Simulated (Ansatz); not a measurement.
**How the smearing shapes the phonons of TiTc (Pm-3m)**

Wanted: frequencies of TiTc (Pm-3m) solved wavevector by wavevector at several smearings.

Program: Ansatz 0.2.0. Level of theory: DFT PBEsol, scalar-relativistic, plane waves, PAW. Results are calculated unless marked as measured.

## 1. Starting point

The structure is cubic, space group Pm-3m (No. 221). Conventional cell: a = 3.110 Å, b = 3.110 Å, c = 3.110 Å, α = 90.00°, β = 90.00°, γ = 90.00°. Ti has 8 Tc at 2.69 Å nearest. Tc has 8 Ti at 2.69 Å nearest. Farther neighbours are not listed.

Structure file:

```cif
data_structure
_symmetry_space_group_name_H-M 'Pm-3m'
_symmetry_Int_Tables_number 221
_cell_length_a 3.1100
_cell_length_b 3.1100
_cell_length_c 3.1100
_cell_angle_alpha 90.000
_cell_angle_beta 90.000
_cell_angle_gamma 90.000
_cell_volume 30.08
loop_
_atom_site_label
_atom_site_type_symbol
_atom_site_symmetry_multiplicity
_atom_site_Wyckoff_symbol
_atom_site_fract_x
_atom_site_fract_y
_atom_site_fract_z
_atom_site_occupancy
Ti1 Ti 1 b 0.50000 0.50000 0.50000 1
Tc1 Tc 1 a 0.00000 0.00000 0.00000 1
```

## 2. Relaxation

Lattice constant and positions set the bands and the force constants, so the cell is relaxed first.

input.yaml

```yaml
crystal:
  lattice:
    - [3.11, 0.0, 0.0]
    - [0.0, 3.11, 0.0]
    - [0.0, 0.0, 3.11]
  atoms:
    - { symbol: Ti, position: [0.5, 0.5, 0.5] }
    - { symbol: Tc, position: [0.0, 0.0, 0.0] }
kpoints:
  mp_grid: { grid: [10, 10, 10] }
hamiltonian:
  xc: pbesol
scf:
  occupations: { method: gaussian, width: 0.1 }
output:
  forces: true
  stress: true
  eigenvalues: true
relax:
  adjacent_minimum: "off"
  f_tol: 0.005
  max_steps: 80
  cell: { stress_tol: 0.05 }
```

The run is started by

```console
$ ansatz run input.yaml --threads 4 --pin off --max-ram 8192MiB --backend cpu --events-out ev --progress --plain --runs-dir out
```

Numbers of over 12 decimals in the logs are rounded to 6 here.

What it wrote:

```text
[the first part of the log is left out]
  E_xc         = -336.403872
  E_vxc        = -417.973101  (∫ρ·V_xc dr)
  E_paw        = -4241.987265  (= ΣΔE_a)
  E_vpaw       = -292.242338  (= ΣTr[D̂ρ^β])
  E_aug_tail   = 0.000072  (compensation charges beyond the density's cutoff)
  E_ewald      = -3133.608891
  E_core_change = 0.366229  (= ΣΔE_core)
  E_smearing   = -0.011402  (= −TS)
  E_closure    = -0.000000  (closes the sum)
  Σ components = -7812.563670   (vs F -7812.563670, Δ=0.00e0)
--- Forces (eV/Å), atoms counted from 1 ---
  atom   1  Ti     0.00000000     0.00000000     0.00000000
  atom   2  Tc    -0.00000000     0.00000000    -0.00000000
  max |Σ_I F_I| component: 2.37e-29 eV/Å
--- Stress (GPa, compression-positive) ---
       -0.015566       0.000000      -0.000000
        0.000000      -0.015566      -0.000000
       -0.000000      -0.000000      -0.015566
  P = ⅓ Tr σ = -0.0156 GPa (-0.156 kbar)
--- Band table (eV; the first three rows and the last of 56) ---
  k-point 0: bands = ["-47.2083", "-37.1520", "-19.2365", "-19.2365", "-19.2365", "-13.4039", "-13.4039", "-13.4039", "12.2400", "14.5699", "14.5699", "18.5038", "18.5038", "18.5038", "21.4158", "21.4158", "23.2336", "23.2336"]
  k-point 1: bands = ["-47.2064", "-37.1507", "-19.2557", "-19.2325", "-19.2325", "-13.4311", "-13.4060", "-13.4060", "12.4536", "14.6774", "14.7369", "18.4702", "18.4702", "18.5839", "21.1934", "21.4943", "22.8046", "22.8046"]
  k-point 2: bands = ["-47.2012", "-37.1471", "-19.3058", "-19.2222", "-19.2222", "-13.5016", "-13.4116", "-13.4116", "13.0559", "14.9917", "15.1893", "18.3943", "18.3943", "18.8162", "20.5880", "21.7066", "21.9217", "21.9217"]
  k-point 55: bands = ["-47.1517", "-37.0883", "-19.3998", "-19.3998", "-19.3998", "-13.6391", "-13.6391", "-13.6391", "16.2749", "16.2749", "16.2749", "18.1778", "18.1778", "18.1778", "21.1019", "21.1019", "22.5555", "22.5555"]
--- Relaxed structure (4 steps of the walk, 3 accepted, 1 SCFs on fresh bases) ---
  F+E_penalty+E_count = -7812.56367046 eV   max|allowed force component| = 9.203e-30 eV/Å   (the final SCF, on the basis selected at the relaxed cell)
  cell:  # Å, volume = 28.9014 Å³
    - [3.068830, 0, 0]
    - [0, 3.068830, 0]
    - [0, 0, 3.068830]
  atoms:
    - { symbol: Ti, position: [0.500000, 0.500000, 0.500000] }
    - { symbol: Tc, position: [0, 0, 0] }
```

Elapsed: 3.9 s, on 4 threads of Arm Neoverse V1, shared host; peak memory 0.36 GiB; 13 s of CPU time.

Step by step:

```csv
step,energy less that of the first step (eV),largest force component (eV/Å),pressure (GPa),volume (Å³)
1,0.0000,0.0000,-8.09,30.08
2,0.0027,0.0000,9.69,27.74
3,-0.0309,0.0000,-0.51,28.97
4,-0.0310,0.0000,0.00,28.90
5,-0.0308,0.0000,-0.02,28.90
```

The log counts 1 steps on a newly chosen plane-wave basis, not all of them marked here; energy and pressure can jump at such steps. Relaxation step 2 was tried and not accepted.

```csv
"conventional cell, symmetrised",before,after,change
a (Å),3.110,3.069,-1.3 %
b (Å),3.110,3.069,-1.3 %
c (Å),3.110,3.069,-1.3 %
volume (Å³/atom),15.04,14.45,-3.9 %
```

Final coordinates:

```xyz
2
Lattice="3.0688 0.0000 0.0000 0.0000 3.0688 0.0000 0.0000 0.0000 3.0688" Properties=species:S:1:pos:R:3 pbc="T T T"
Ti    1.5344    1.5344    1.5344
Tc    0.0000    0.0000    0.0000
```

This step gave:

| Property | Result |
| --- | --- |
| pressure | -0.01557 GPa |
| volume per atom | 14.45 Å³ |
| metallic on mesh | yes |
| gap on the k-mesh | 0 eV |

The largest force is now zero by symmetry and the largest stress component 0.016 GPa, small enough for phonons.

## 3. Wavevectors along a line: Fermi–Dirac smearing of 0.1 eV

Each wavevector is solved by itself, so no interpolation smooths a dip of the branch.

input.yaml

```yaml
crystal:
  lattice:
    - [3.0688300786, 0.0, 0.0]
    - [0.0, 3.0688300786, 0.0]
    - [0.0, 0.0, 3.0688300786]
  atoms:
    - { symbol: Ti, position: [0.5, 0.5, 0.5] }
    - { symbol: Tc, position: [0.0, 0.0, 0.0] }
kpoints:
  mp_grid: { grid: [16, 16, 16] }
hamiltonian:
  xc: pbesol
scf:
  occupations: { method: fermi_dirac, width: 0.1 }
output:
  eigenvalues: true
phonons:
  method: dfpt
  qpoints:
    - [0, 0, 0]
    - [0.0, 0.0625, 0.0]
    - [0.0, 0.1875, 0.0]
    - [0.0, 0.3125, 0.0]
    - [0.0, 0.4375, 0.0]
  masses: [{ species: Tc, mass: 97.907 }]
```

What it wrote:

```text
[...]
Crystal: 2 atoms, lattice volume = 28.901 Å³
Basis set: ecut = 500 eV, 739 PW (Γ), exchange–correlation on 48×48×48 points (8 copies of the dense FFT grid, shifted against one another)
Bands: 18, of which v1, the nominal top of the filled ones, is band 14 counted from 1 (13 counted from 0)
Symmetry: 48 space group operations
k-points: 165 of 4096
[...]
SCF iter   1: F=—  HF=-7812.963752 eV  |F-HF|=—  |Δ(HF+E_count)|=         —  Δρ=6.66e-2  dr2=1.10e0  ethr=3.10e-3  ⟨swp⟩=4.9  Hψ=11954  notcnv=0
[...]
SCF iter   8: F=-7812.592627 eV  HF=-7812.592627 eV  |F-HF|=9.09e-13  |Δ(HF+E_count)|=  3.64e-12  Δρ=3.43e-8  dr2=1.25e-13  ethr=1.00e-12  ⟨swp⟩=5.0  Hψ=11300  notcnv=0
the search or the solves at the SCF's close seem to have found levels that the self-consistency loop had missed (the run counts 1). By its estimate they hold under 1e-12 electrons; where the run keeps them, the occupations were computed again with them
SCF 1 converged in 8 iterations: F = -7812.592627 eV  dr2 = 1.25e-13
[...]
NSCF: frozen V_eff on 165 k-points
[...]
DFPT response loops at q = (0, 0, 0) (fractional): preconditioner auto → Kerker (q_TF=auto, 2.698 Å⁻¹) (partly filled bands, converged f_vac=0.000); β = 1.00, the filter's whole step (`scf.mixing.beta` (0.50) is not read by the response loops under this deck's `scf.mixing.preconditioner`; to damp them name `kerker` or `kerker_dos`, under which they read `scf.mixing.beta`, and type it under 1.00, their step now; both keys bind the ground state too); Broyden in place of MSR1
[...]
SCF converged after 8 iterations
Free energy (F): -7812.592627 eV
[...]
Internal energy: -7812.536939 eV  (E = F + TS)
E sigma→0 (E₀):  -7812.564783 eV
Entropy (-TS):   -0.055688 eV (-27.844 meV/atom)
Fermi energy:    18.787676 eV
[...]
--- Band table (eV; the first three rows and the last of 165) ---
  k-point 0: bands = [... 10 lower, 14.5717, 18.5060, 18.5060, 18.5060, 21.4158, 21.4158, 23.2331, 23.2331]
  k-point 1: bands = [... 10 lower, 14.6379, 18.4923, 18.4923, 18.5374, 21.3275, 21.4469, 23.0527, 23.0527]
  k-point 2: bands = [... 10 lower, 14.8291, 18.4556, 18.4556, 18.6307, 21.0729, 21.5367, 22.6015, 22.6015]
  k-point 164: bands = [... 10 lower, 16.2775, 18.1765, 18.1765, 18.1765, 21.1077, 21.1077, 22.5524, 22.5524]
--- Phonons (Γ-DFPT): 2 representative perturbations + reference (Σ response iterations 6) ---
  ASR residual: 1.700e-4 → 0.000e0 eV/Å²; symmetrization residual: 1.031e-6 eV/Å²
  ASR residual per site (eV/Å²): 1.70e-4 1.24e-4
  Γ frequencies (cm⁻¹): 0.00 0.00 0.00 269.92 269.92 269.92
  non-analytic LO–TO correction: not included (Born effective charges unavailable; polar crystals: no LO–TO splitting at Γ)
--- Phonons (arbitrary-q DFPT): 5 explicit q-points ---
  q = [0, 0, 0] (of the zone-centre solve; hermiticity 2.39e-7, symmetrization 2.61e-13): -0.00 -0.00 -0.00 269.92 269.92 269.92
  q = [0, 0.0625, 0] (4 solved perturbations in 4032 linear systems a pass and spin channel, the states on 1296 of 4096 k-point pairs; hermiticity 4.20e-7, symmetrization 1.98e-11): 18.35 18.35 45.00 267.02 267.02 270.68
[...]
sum rule: each row above includes the acoustic sum rule's correction from the zone centre's row sums; it moved no ω² by more than (0.98 cm⁻¹)²
```

Wall time 4.6 min (4 threads); peak memory 2.3 GiB.

Reading the cycles: dr2 is the Hartree energy of the density residual (eV), the measure of convergence; HF is the Harris–Foulkes estimate of the energy, which meets the free energy F at convergence.

Each wavevector solved by linear response. The frequency by |q| along the line:

```csv
|q| along the line (Å⁻¹),mode 1 = mode 2 (cm⁻¹),mode 3 (cm⁻¹),mode 4 (cm⁻¹),mode 5 (cm⁻¹),mode 6 (cm⁻¹)
0.000,0,0,270,270,270
0.128,18.4,45,267,267,271
0.384,53.0,128,243,243,279
0.640,86.1,189,207,207,298
0.896,125,170,170,218,320
```

## 4. Phonons along a line: Fermi–Dirac smearing of 0.25 eV

The smearing blurs the Fermi surface that screens the phonons; a Fermi–Dirac width is an electronic temperature.

Edit input.yaml of step 3 so:

```diff
@@ -13,3 +13,3 @@
 scf:
-  occupations: { method: fermi_dirac, width: 0.1 }
+  occupations: { method: fermi_dirac, width: 0.25 }
 output:
```

Wider smearing eases the sum over k-points of a metal but moves the result away from its zero-temperature value.

What it wrote:

```text
band count auto-derived: 19 (N_el = 27.0; filled up to band 14; 18 by the electrons, moments and atoms)
[...]
Crystal: 2 atoms, lattice volume = 28.901 Å³
Basis set: ecut = 500 eV, 739 PW (Γ), exchange–correlation on 48×48×48 points (8 copies of the dense FFT grid, shifted against one another)
Bands: 19, of which v1, the nominal top of the filled ones, is band 14 counted from 1 (13 counted from 0)
Symmetry: 48 space group operations
k-points: 165 of 4096
[...]
SCF iter   1: F=—  HF=-7813.109983 eV  |F-HF|=—  |Δ(HF+E_count)|=         —  Δρ=6.64e-2  dr2=1.09e0  ethr=3.10e-3  ⟨swp⟩=4.9  Hψ=12441  notcnv=0
[...]
SCF iter   8: F=-7812.740895 eV  HF=-7812.740895 eV  |F-HF|=9.09e-13  |Δ(HF+E_count)|=  8.19e-12  Δρ=4.00e-8  dr2=3.01e-13  ethr=1.00e-12  ⟨swp⟩=5.3  Hψ=11872  notcnv=0
[...]
SCF 1 converged in 8 iterations: F = -7812.740895 eV  dr2 = 3.01e-13
[...]
WARN: eigensolver did not converge in 3 slots of this pass, the one above among them; of largest residual over every band (k=164): 1 band(s) unlocked (lowest unlocked band 18, counted from 0; max residual 9.57e-6 eV among the unlocked bands, 9.57e-6 eV over every band); of lowest unlocked band (k=162): band 18
[...]
SCF converged after 8 iterations
Free energy (F): -7812.740895 eV
[...]
Internal energy: -7812.391537 eV  (E = F + TS)
E sigma→0 (E₀):  -7812.566216 eV
Entropy (-TS):   -0.349358 eV (-174.679 meV/atom)
Fermi energy:    18.865795 eV
[...]
--- Band table (eV; the first three rows and the last of 165) ---
  k-point 0: bands = [... 10 lower, 14.5736, 18.5093, 18.5093, 18.5093, 21.4155, 21.4155, 23.2326, 23.2326, ... 1 higher]
  k-point 1: bands = [... 10 lower, 14.6397, 18.4957, 18.4957, 18.5408, 21.3272, 21.4466, 23.0522, 23.0522, ... 1 higher]
  k-point 2: bands = [... 10 lower, 14.8309, 18.4591, 18.4591, 18.6342, 21.0725, 21.5365, 22.6008, 22.6008, ... 1 higher]
  k-point 164: bands = [... 10 lower, 16.2813, 18.1746, 18.1746, 18.1746, 21.1148, 21.1148, 22.5483, 22.5483, ... 1 higher]
[...]
ASR residual: 2.002e-3 → 0.000e0 eV/Å²; symmetrization residual: 1.380e-6 eV/Å²
  ASR residual per site (eV/Å²): 2.00e-3 1.65e-3
  Γ frequencies (cm⁻¹): 0.00 0.00 0.00 258.58 258.58 258.58
[...]
--- Phonons (arbitrary-q DFPT): 5 explicit q-points ---
[...]
```

The job ended after 5.4 min (4 threads; peak memory 2.4 GiB).

Each wavevector solved by linear response. The frequency by |q| along the line:

```csv
|q| along the line (Å⁻¹),mode 1 = mode 2 (cm⁻¹),mode 3 (cm⁻¹),mode 4 (cm⁻¹),mode 5 (cm⁻¹),mode 6 (cm⁻¹)
0.000,0,0,259,259,259
0.128,18.2,44.9,256,256,260
0.384,54.2,127,237,237,272
0.640,90.6,186,208,208,297
0.896,130,174,174,214,319
```

Against step 3 (now smearing width 0.25 eV), the free energy moves by -74.1 meV an atom.

## 5. Phonons along a line: Fermi–Dirac smearing of 0.04 eV

Each wavevector is solved by itself, so no interpolation smooths a dip of the branch.

Edit input.yaml of step 4 so:

```diff
@@ -13,3 +13,3 @@
 scf:
-  occupations: { method: fermi_dirac, width: 0.25 }
+  occupations: { method: fermi_dirac, width: 0.04 }
 output:
```

Narrower smearing comes nearer the zero-temperature value but asks more of the mesh.

What it wrote:

```text
[...]
Crystal: 2 atoms, lattice volume = 28.901 Å³
Basis set: ecut = 500 eV, 739 PW (Γ), exchange–correlation on 48×48×48 points (8 copies of the dense FFT grid, shifted against one another)
Bands: 18, of which v1, the nominal top of the filled ones, is band 14 counted from 1 (13 counted from 0)
Symmetry: 48 space group operations
k-points: 165 of 4096
[...]
SCF iter   1: F=—  HF=-7812.942504 eV  |F-HF|=—  |Δ(HF+E_count)|=         —  Δρ=6.67e-2  dr2=1.10e0  ethr=3.10e-3  ⟨swp⟩=4.9  Hψ=11909  notcnv=0
[...]
SCF iter   8: F=-7812.569605 eV  HF=-7812.569605 eV  |F-HF|=9.09e-13  |Δ(HF+E_count)|=  9.09e-13  Δρ=4.82e-8  dr2=5.77e-13  ethr=1.00e-12  ⟨swp⟩=5.2  Hψ=11271  notcnv=0
SCF 1 converged in 8 iterations: F = -7812.569605 eV  dr2 = 5.77e-13
[...]
SCF converged after 8 iterations
Free energy (F): -7812.569605 eV
[...]
Internal energy: -7812.560761 eV  (E = F + TS)
E sigma→0 (E₀):  -7812.565183 eV
Entropy (-TS):   -0.008844 eV (-4.422 meV/atom)
Fermi energy:    18.772974 eV
[...]
--- Band table (eV; the first three rows and the last of 165) ---
  k-point 0: bands = [... 10 lower, 14.5694, 18.5022, 18.5022, 18.5022, 21.4160, 21.4160, 23.2334, 23.2334]
  k-point 1: bands = [... 10 lower, 14.6356, 18.4885, 18.4885, 18.5336, 21.3278, 21.4471, 23.0531, 23.0531]
  k-point 2: bands = [... 10 lower, 14.8268, 18.4516, 18.4516, 18.6267, 21.0733, 21.5369, 22.6022, 22.6022]
  k-point 164: bands = [... 10 lower, 16.2732, 18.1783, 18.1783, 18.1783, 21.0999, 21.0999, 22.5568, 22.5568]
[...]
ASR residual: 3.945e-4 → 0.000e0 eV/Å²; symmetrization residual: 9.694e-7 eV/Å²
  ASR residual per site (eV/Å²): 6.06e-5 3.94e-4
  Γ frequencies (cm⁻¹): 0.00 0.00 0.00 273.80 273.80 273.80
[...]
--- Phonons (arbitrary-q DFPT): 5 explicit q-points ---
[...]
```

Elapsed: 4.6 min, on 4 threads; peak memory 2.2 GiB.

Each wavevector solved by linear response. Table of frequency by |q| along the line:

```csv
|q| along the line (Å⁻¹),mode 1 = mode 2 (cm⁻¹),mode 3 (cm⁻¹),mode 4 (cm⁻¹),mode 5 (cm⁻¹),mode 6 (cm⁻¹)
0.000,0,0,274,274,274
0.128,18.9,45.2,271,271,274
0.384,53.3,128,248,248,282
0.640,85.8,189,206,206,296
0.896,124,168,168,219,320
```

Against step 3 (now smearing width 0.04 eV), the free energy moves by +11.5 meV an atom.

## 6. Phonons along a line: Methfessel–Paxton smearing of 0.2 eV

The smearing blurs the Fermi surface that screens the phonons; a Methfessel–Paxton width blurs it less than a thermal one.

Edit input.yaml of step 5 so:

```diff
@@ -13,3 +13,3 @@
 scf:
-  occupations: { method: fermi_dirac, width: 0.04 }
+  occupations: { method: methfessel_paxton, width: 0.2 }
 output:
```

What it wrote:

```text
[...]
Crystal: 2 atoms, lattice volume = 28.901 Å³
Basis set: ecut = 500 eV, 739 PW (Γ), exchange–correlation on 48×48×48 points (8 copies of the dense FFT grid, shifted against one another)
Bands: 18, of which v1, the nominal top of the filled ones, is band 14 counted from 1 (13 counted from 0)
Symmetry: 48 space group operations
k-points: 165 of 4096
[...]
SCF iter   1: F=—  HF=-7812.937758 eV  |F-HF|=—  |Δ(HF+E_count)|=         —  Δρ=6.67e-2  dr2=1.10e0  ethr=3.10e-3  ⟨swp⟩=4.8  Hψ=11210  notcnv=0
[...]
SCF iter   8: F=-7812.565200 eV  HF=-7812.565200 eV  |F-HF|=9.09e-13  |Δ(HF+E_count)|=  2.73e-12  S|Δr|=    0.00e0  Δρ=3.50e-8  dr2=1.93e-13  ethr=1.00e-12  ⟨swp⟩=5.3  Hψ=11361  notcnv=0
SCF 1 converged in 8 iterations: F = -7812.565200 eV  dr2 = 1.93e-13
[...]
SCF converged after 8 iterations
Stability not checked: this state was not tested for a lower state beside it, because cold or Methfessel-Paxton smearing, or corrected tetrahedra, fill the levels in a way that the test cannot read (fill_not_monotonic; see scf.lower_state_search)
Free energy (F): -7812.565200 eV
[...]
Internal energy: -7812.566555 eV  (E = F + TS)
E sigma→0 (E₀):  -7812.565538 eV
Entropy (-TS):   0.001355 eV (0.677 meV/atom)
Fermi energy:    18.773201 eV
[...]
--- Band table (eV; the first three rows and the last of 165) ---
  k-point 0: bands = [... 10 lower, 14.5695, 18.5022, 18.5022, 18.5022, 21.4160, 21.4160, 23.2332, 23.2332]
  k-point 1: bands = [... 10 lower, 14.6357, 18.4885, 18.4885, 18.5336, 21.3277, 21.4470, 23.0530, 23.0530]
  k-point 2: bands = [... 10 lower, 14.8269, 18.4516, 18.4516, 18.6268, 21.0732, 21.5368, 22.6020, 22.6020]
  k-point 164: bands = [... 10 lower, 16.2733, 18.1782, 18.1782, 18.1782, 21.1001, 21.1001, 22.5565, 22.5565]
[...]
ASR residual: 1.928e-5 → 0.000e0 eV/Å²; symmetrization residual: 9.319e-7 eV/Å²
  ASR residual per site (eV/Å²): 6.77e-6 1.93e-5
  Γ frequencies (cm⁻¹): 0.00 0.00 0.00 274.37 274.37 274.37
[...]
--- Phonons (arbitrary-q DFPT): 5 explicit q-points ---
[...]
```

The job ended after 4.8 min (4 threads; peak memory 2.3 GiB).

Each wavevector solved by linear response. The frequency by |q| along the line:

```csv
|q| along the line (Å⁻¹),mode 1 = mode 2 (cm⁻¹),mode 3 (cm⁻¹),mode 4 (cm⁻¹),mode 5 (cm⁻¹),mode 6 (cm⁻¹)
0.000,0,0,274,274,274
0.128,19,45.2,272,272,275
0.384,53.7,128,248,248,282
0.640,85.9,190,207,207,298
0.896,124,169,169,220,320
```

Against step 3 (now occupations Methfessel-Paxton and smearing width 0.2 eV), the free energy moves by +13.7 meV an atom.

## 7. The lowest branch at each setting

Table of lowest frequency by |q| along the line:

```csv
|q| along the line (Å⁻¹),"fermi dirac 0.1 eV, k 16x16x16 (cm⁻¹)","fermi dirac 0.25 eV, k 16x16x16 (cm⁻¹)","fermi dirac 0.04 eV, k 16x16x16 (cm⁻¹)","methfessel paxton 0.2 eV, k 16x16x16 (cm⁻¹)"
0.000,0,0,0,0
0.128,18.4,18.2,18.9,19
0.384,53.0,54.2,53.3,53.7
0.640,86.1,90.6,85.8,85.9
0.896,125,130,124,124
```

## 8. Results

* phonon run of the rows without a label of their own: PBEsol, k 16×16×16
* lowest branch at the last solved point, Fermi–Dirac 0.1 eV: 125 cm⁻¹ at |q| = 0.896 Å⁻¹
* lowest branch at the last solved point, Fermi–Dirac 0.25 eV: 130 cm⁻¹ at |q| = 0.896 Å⁻¹
* lowest branch at the last solved point, Fermi–Dirac 0.04 eV: 124 cm⁻¹ at |q| = 0.896 Å⁻¹
* lowest branch at the last solved point, Methfessel–Paxton 0.2 eV: 124 cm⁻¹ at |q| = 0.896 Å⁻¹

What this shows: No branch softens by more than 4 % of the top frequency as the smearing narrows, so no anomaly that hangs on the smearing shows at these points. The line holds 5 wavevectors, so a narrow dip between them would be missed. Between Fermi–Dirac 0.25 eV and Fermi–Dirac 0.04 eV the largest change, with modes counted by rank of frequency, is in mode 4 at |q| = 0.128 Å⁻¹, from 256 to 271 cm⁻¹. Where branches cross, a count by rank can hide a softening. At the narrowest width the k mesh may not resolve the Fermi surface, so part of the change can be mesh noise.

[Logs are printed without paths, hosts, clocks, repeated set-up lines and the standing remarks that a program may print on its own settings, such as how far it seeks lower states.]

[Hosts, paths, dates, database ids (printed as entryN), source tags and the programs' standing remarks are cut or masked in the printed files.]
